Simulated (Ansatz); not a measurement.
# Static equation of state of H5C5NCl2 (P2_1/m) (156 atoms)

The cell holds 156 atoms: 60 H, 60 C, 12 N and 24 Cl. Its edges and angles: a = 13.591 Å, b = 15.946 Å, c = 8.716 Å, α = 90.0°, β = 101.0°, γ = 90.0°. It derives from H5C5NCl2 (P2_1/m), repeated 3×2×1. The starting structure: H5C5NCl2, space group P2_1/m, structure from the Crystallography Open Database, 3 x 2 x 1 conventional cells; every coordinate displaced by a Gaussian of 0.01 Å; bonds to H set to neutron lengths (C-H 1.089, N-H 1.015, O-H 0.983, B-H 1.19 Å) where the listed ones are shorter.

Calculated with Ansatz 0.2.0: Kohn-Sham DFT, revPBE+D4, PAW (set soft_2), plane waves; cutoff 420 eV, Γ point, fermi-dirac smearing of 0.05 eV. Cell and atoms were relaxed first, to V0 = 11.887 Å³ an atom at a residual P0 = 0.003 GPa. The cell was then scaled evenly, and the atoms were relaxed at each volume.

```
volume (Å³/atom)  pressure (GPa)
          10.698           1.905
          11.173               ?
          11.530          0.3633
          12.243         -0.2472
          12.600         -0.4076
```

Task: Fit the third-order Birch–Murnaghan equation to the rows given and interpolate to the withheld row.

Worked fit:

Take the Eulerian strain f = ½[(V0/V)^(2/3) − 1] and the normalised pressure F = (P − P0) / [3f(1 + 2f)^(5/2)]. The third-order Birch–Murnaghan equation is then the line F = B0 + (3/2)B0(B′ − 4) f, so u = f and v = F.

```
      u = f  v = F (GPa)
  0.0363830      14.6246
  0.0102567      11.1442
-0.00975655      8.96249
 -0.0190506      7.90766
```

With n = 4: mean u = 0.00445813, mean v = 10.6597, Σ(u − ū)² = 0.0018075, Σ(u − ū)(v − v̄) = 0.21821. Slope b = 0.21821 / 0.0018075 = 120.72; intercept a = v̄ − b ū = 10.122.

So B0 = a = 10.1 GPa and B′ = 4 + 2b/(3a) = 12.0. At the withheld volume f = 0.02106, F = a + b f = 12.66 GPa, and P = P0 + 3f(1 + 2f)^(5/2) F.

Prediction at 11.173: 0.8894 GPa. The run gave 0.9095 GPa, so the fit is low by 0.020 GPa (2.2 % of the value).

Among the rows given, the largest miss of the fit is at 10.698, by 0.014 GPa (0.62 % of the range of the table).

Limits: Static cells at zero temperature; the cell shape is held. The program notes that the SCF threshold of these relaxations is loose for the stress. Only the Γ point is sampled, in a cell whose shortest periodic width is 9 Å.

[Logs are printed without paths, hosts, clocks, repeated set-up lines and the standing remarks that a program may print on its own settings, such as how far it seeks lower states.]

[Hosts, paths, dates, database ids (printed as entryN), source tags and the programs' standing remarks are cut or masked in the printed files.]
